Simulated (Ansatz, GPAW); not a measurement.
# STM contrast on a 7-layer slab of Re(0001), part 2 of 2

Aim: Tersoff-Hamann images of a 7-layer slab of Re(0001) at several biases.

GPAW 26.7.0 and Ansatz 0.2.0; GPAW, PAW setups; slab in vacuum (the session's first sound run).

So far, dipole along the normal (e·Å): step 2 (relaxation) 0.00253; step 3 (bands at fixed density, height 4 Å, STM [-2.0, -1.0, 1.5] V) 0.00320.

### 4. A second plane-wave code

A second program with its own datasets checks the number independently.

This step: Ansatz plane waves; slab in vacuum with a dipole correction; PAW set soft_1 (Ansatz 0.2.0).

File input.yaml:

```yaml
crystal:
  lattice:
    - [2.76, 0.0, 0.0]
    - [1.38, 2.3902301144, 0.0]
    - [0.0, 0.0, 29.3722]
  atoms:
    - { symbol: Re, position: [0.0, 0.0, 0.2723663873] }
    - { symbol: Re, position: [0.6666659853, 0.6666680293, 0.3482442582] }
    - { symbol: Re, position: [0.0, 0.0, 0.4241221291] }
    - { symbol: Re, position: [0.6666659853, 0.6666680293, 0.5010822549] }
    - { symbol: Re, position: [0.0, 0.0, 0.5765845447] }
    - { symbol: Re, position: [0.6666659853, 0.6666680293, 0.6551580707] }
    - { symbol: Re, position: [0.0, 0.0, 0.7274098718] }
kpoints:
  mp_grid: { grid: [13, 13, 1] }
hamiltonian:
  xc: pbe
  pseudopotentials: { kind: paw, azcp: { folder: soft_1 } }
scf:
  occupations: { method: fermi_dirac, width: 0.1 }
efield:
  axis: 3
  dipole_correction: true
  ramp_width: 0.05
output:
  forces: true
  write_potential: true
  write_density: true
  volumetric_format: npy
  elf: true
```

Launch:

```sh
$ ansatz run input.yaml --threads 4 --pin off --max-ram 8192MiB --backend cpu --events-out ev --progress --plain --runs-dir out
```

Run time: 12 s. Hardware: 4 threads of Arm Neoverse V1, shared host; peak memory 0.64 GiB; 45 s of CPU time.

Numbers from this step:

- free energy: -76082.9259 eV
- smearing term TS: 0.1974 eV
- symmetry operations: 6
- upper work function: 4.925 eV
- lower work function: 5.012 eV
- dipole along the normal: 0.003163 e·Å
- dipole field: 0.002954 V/Å
- vacuum level above: 15.47 eV
- vacuum level below: 15.56 eV

The electrostatic potential energy of an electron (with the applied field's), less the Fermi level, planar mean oscillates, so the rows of the table below give means over windows of 2.2 Å about each position, cut where the curve ends. Its maxima inside the range that stand out by 2 % of the span (Å: eV): 9.1: -2.20, 11.3: -2.35, 13.7: -2.09, 15.9: -2.33, 18.1: -1.58, 20.3: -3.35. Its minima: 7.9: -25.0, 10.3: -25.3, 12.5: -25.3, 14.7: -25.3, 16.9: -25.2, 19.2: -25.4, 21.3: -25.0.

Electrostatic potential energy of an electron (with the applied field's), less the Fermi level, planar mean against z; means over each step:

| z (Å) | electrostatic potential energy of an electron (with the applied field's), less the Fermi level, planar mean (eV) |
| --- | --- |
| 1.10 | 5.01 |
| 3.30 | 5.01 |
| 5.50 | 4.59 |
| 7.70 | -13.1 |
| 9.90 | -14.1 |
| 12.10 | -14.0 |
| 14.30 | -13.8 |
| 16.50 | -14.0 |
| 18.70 | -13.5 |
| 20.90 | -14.5 |
| 23.10 | 2.01 |
| 25.30 | 4.91 |
| 27.50 | 4.92 |

The valence density, planar mean oscillates, so the rows of the table below give means over windows of 2.2 Å about each position, cut where the curve ends. Its maxima inside the range that stand out by 2 % of the span (Å: e/Å³): 7.9: 1.80, 10.3: 1.81, 12.5: 1.82, 14.7: 1.81, 16.9: 1.81, 19.2: 1.82, 21.3: 1.80. Its minima: 9.1: 0.385, 11.3: 0.380, 13.7: 0.369, 15.9: 0.387, 18.1: 0.341, 20.3: 0.444.

Table of valence density, planar mean by z; means over each step:

| z (Å) | valence density, planar mean (e/Å³) |
| --- | --- |
| 3.30 | 5.9e-5 |
| 5.50 | 0.0145 |
| 7.70 | 0.957 |
| 9.90 | 1.03 |
| 12.10 | 1.02 |
| 14.30 | 1.02 |
| 16.50 | 1.03 |
| 18.70 | 0.995 |
| 20.90 | 1.06 |
| 23.10 | 0.113 |
| 25.30 | 4.0e-4 |
| 27.50 | 0 |

Force by atom:

| atom | x (eV/Å) | y (eV/Å) | z (eV/Å) | size |
| --- | --- | --- | --- | --- |
| Re1 | 0.00 | 0.00 | 0.78 | 0.78 |
| Re2 | 0.00 | 0.00 | -1.09 | 1.09 |
| Re3 | 0.00 | 0.00 | 0.26 | 0.26 |
| Re4 | 0.00 | 0.00 | 0.03 | 0.03 |
| Re5 | 0.00 | 0.00 | -0.02 | 0.02 |
| Re6 | 0.00 | 0.00 | 0.02 | 0.02 |
| Re7 | 0.00 | 0.00 | 0.02 | 0.02 |

Electrostatic potential energy in the ca plane at fractional y = 0.000, with atoms of Re within 0.2 Å of it. With pseudopotentials it is smooth inside the atoms' cores, unlike the true potential.

Values in eV, 5 rows by 16 columns, each cell a mean:
```
  8 -14 -53   0   8   7 -46 -28   9   8 -19 -51   3  15  15  15
 -4   4 -10   7  -7   5  -6   0   2  -5   3  -8  11  15  15  15
-12   9   6   8 -17   3   7   9  -2 -12   8   6  13  15  15  16
  1  -1 -26   5   0   6 -21  -9   5   1  -4 -25   9  15  15  15
 10 -19 -59  -3  10   6 -52 -34  10  10 -25 -57   1  15  15  15
```
Columns run along c (16.0 Å, from fractional 0.35 to 0.90 of the cell; values clipped at the 3rd and 97th percentile), rows up along a (2.8 Å). Atoms in or near the plane, at fractional coordinates: Re at (0.42, 0.00), Re at (0.58, 0.00), Re at (0.73, 0.00).

ELF in the ca plane at fractional y = 0.000, with atoms of Re within 0.2 Å of it. It is the smooth field of the valence electrons, not physical close to the nuclei.

Ten even steps from '0' (0.00) to '9' (0.72), each cell a mean:
```
45546989645544545989845644554898941100000000
34544787445333453688535433454688632110000000
43343444343344344344344344344344433211000000
64345444543465335544553356335445555321000000
54344344443454344444443355335434444321000000
33443575344333453566434333354466532210000000
34545999545444544899735543454799841100000000
45547969735555645978945654554877951000000000
```
Columns run along c (16.0 Å, from fractional 0.35 to 0.90 of the cell), rows up along a (2.8 Å). Atoms in or near the plane, at fractional coordinates: Re at (0.42, 0.00), Re at (0.58, 0.00), Re at (0.73, 0.00).

Valence density in the ca plane at fractional y = 0.000, with atoms of Re within 0.2 Å of it. It is the smooth field of the valence electrons, not physical close to the nuclei.

Ten even steps from '0' (0.0 e/Å³) to '9' (7.0 e/Å³), each cell a mean:
```
00002797300000001698410000001599510000000000
00001353100000000254200000000244200000000000
11000111000111000011000011100011000000000000
21000000000121000000000022100000000000000000
11000000000111000000000011100000000000000000
10000232100010000132100001000123100000000000
00002686200000001477300000001477400000000000
00003898300000002799510000001699610000000000
```
Columns run along c (16.0 Å, from fractional 0.35 to 0.90 of the cell), rows up along a (2.8 Å). Atoms in or near the plane, at fractional coordinates: Re at (0.42, 0.00), Re at (0.58, 0.00), Re at (0.73, 0.00).

The upper face's work function is 4.925 eV, against 4.926 eV in the first plane-wave PBE run at this geometry.

### 5. Side by side

Results and costs are gathered.

This step: comparison of work functions, dipole and cost; PAW set soft_1 (GPAW 26.7.0).

Ladder, by row:

| step | code | work function, upper (eV) | work function, lower (eV) | dipole (e Å) | wall time (s) | peak memory (GiB) | threads |
| --- | --- | --- | --- | --- | --- | --- | --- |
| pw | GPAW | 4.926 | 5.015 | 0.003205 | 1217 | 0.95 | 1 |
| ansatz | Ansatz | 4.925 | 5.012 | 0.003163 | 11.77 | 0.637 | 4 |

### 6. A changed run

One more run, with changed settings.

This step: GPAW, PAW setups; slab in vacuum (GPAW 26.7.0).

File run.py:

```python
import json
import numpy as np
from ase import Atoms
from gpaw import GPAW, PW

slab = Atoms(
    ['Re', 'Re', 'Re', 'Re', 'Re', 'Re', 'Re'],
    positions=[
        [0.00000, 0.00000, 8.00000],
        [2.76000, 1.59349, 10.22870],
        [0.00000, 0.00000, 12.45740],
        [2.76000, 1.59349, 14.71789],
        [-0.00000, -0.00000, 16.93556],
        [2.76000, 1.59349, 19.24343],
        [-0.00000, 0.00000, 21.36563]],
    cell=[[2.76, 0.0, 0.0], [1.38, 2.39023, 0.0], [0.0, 0.0, 29.3722]],
    pbc=[True, True, False])

slab.calc = GPAW(mode=PW(400), xc='PBE', kpts={'size': (13, 13, 1), 'gamma': True},
                 occupations={'name': 'fermi-dirac', 'width': 1.0}, nbands='160%',
                 convergence={'density': 1e-05}, maxiter=75,
                 poissonsolver={'dipolelayer': 'xy'},
                 symmetry={'tolerance': 1e-3}, txt='slab.txt')
result = {}
energy = slab.get_potential_energy()
fermi = slab.calc.get_fermi_level()
v = slab.calc.get_electrostatic_potential().mean((0, 1)) - fermi
n = slab.calc.get_pseudo_density().mean((0, 1))
L = slab.cell[2, 2]
z = np.arange(len(v)) * L / len(v)
low, high = slab.positions[:, 2].min(), slab.positions[:, 2].max()
below, above = np.interp([low - 5.8, high + 5.8], z, v)
slopes = [np.interp(x, z, np.gradient(v, z)) for x in (low - 5.8, high + 5.8)]
eps = np.array([[slab.calc.get_eigenvalues(k, s) for k in range(len(slab.calc.get_ibz_k_points()))]
                for s in range(slab.calc.get_number_of_spins())]) - fermi
top, bottom = eps[eps < 0].max(), eps[eps > 0].min()
dipole = slab.get_dipole_moment()[2]
print(f'energy {energy:.4f} eV, Fermi level {fermi:.4f} eV, dipole {dipole:.5f} e A')
print(f'potential 5.8 A off the faces, from the Fermi level: lower {below:.4f} eV, upper {above:.4f} eV')
print(f'slope of the potential there: lower {slopes[0]:.5f}, upper {slopes[1]:.5f} eV/A')
print(f'nearest levels on the mesh: {top:.4f} and {bottom:.4f} eV')
print('magnetic moment', round(slab.get_magnetic_moment(), 3))
result.update(energy=energy, fermi=fermi, dipole=dipole, below=below, above=above, slopes=slopes, edges=[top, bottom],
              z=z.tolist(), v=v.tolist(), n=n.tolist(), positions=slab.positions.tolist(),
              forces=slab.get_forces(apply_constraint=False).tolist(), moments=slab.get_magnetic_moments().tolist())
json.dump(result, open('result.json', 'w'))
```

Launch:

```sh
$ OMP_NUM_THREADS=1 OPENBLAS_NUM_THREADS=1 python run.py
```

Elapsed: 5.2 min, on 1 thread; peak memory 0.28 GiB.

The run finished. A setting was moved off its sound value on purpose, so it serves as a test and not as the result.

The fault put into the input: a smearing of electronvolts (width = 1.0).

### 7. Results

```yaml
work_function_upper_and_lower_face: 4.926 and 5.015 eV
dipole_along_the_normal: 0.00320 e Å
corrugation_at_minus_2_v: 0.0143 Å
corrugation_at_minus_1_v: 0.0116 Å
corrugation_at_1p5_v: 0.0151 Å
```

In GPAW's constant-current maps the tip height varies by under 0.05 Å at every bias shown (0.015 Å at most), which is near the numerical ripple of the maps: an s-wave tip would see an almost flat surface. Negative sample bias images filled states, positive bias empty ones. The two faces differ by 0.088 eV, the step that the slab's dipole makes (e p/(ε0 A) gives 0.088 eV), so the dipole layer is needed. The lowest atoms were held at bulk positions, which alone makes the faces unlike. The measured value for this face is 5.15 eV (as compiled in "Anisotropic work function of elemental crystals", 2019, arxiv:1902.07811); the relaxed upper face lies 0.22 eV under it with PBE. Measured work functions scatter by a tenth of an eV or more between methods. The two plane-wave codes differ by 9.5e-4 eV on the upper face. The images are of Tersoff-Hamann type: an s-wave tip, no tip-sample forces, heights closer than in a microscope. The in-plane lattice was kept as typed, which isn't the functional's own and leaves some strain; spin-orbit coupling and temperature are left out.

[Logs are printed without paths, hosts, clocks, repeated set-up lines and the standing remarks that a program may print on its own settings, such as how far it seeks lower states.]

[Hosts, paths, dates, database ids (printed as entryN), source tags and the programs' standing remarks are cut or masked in the printed files.]
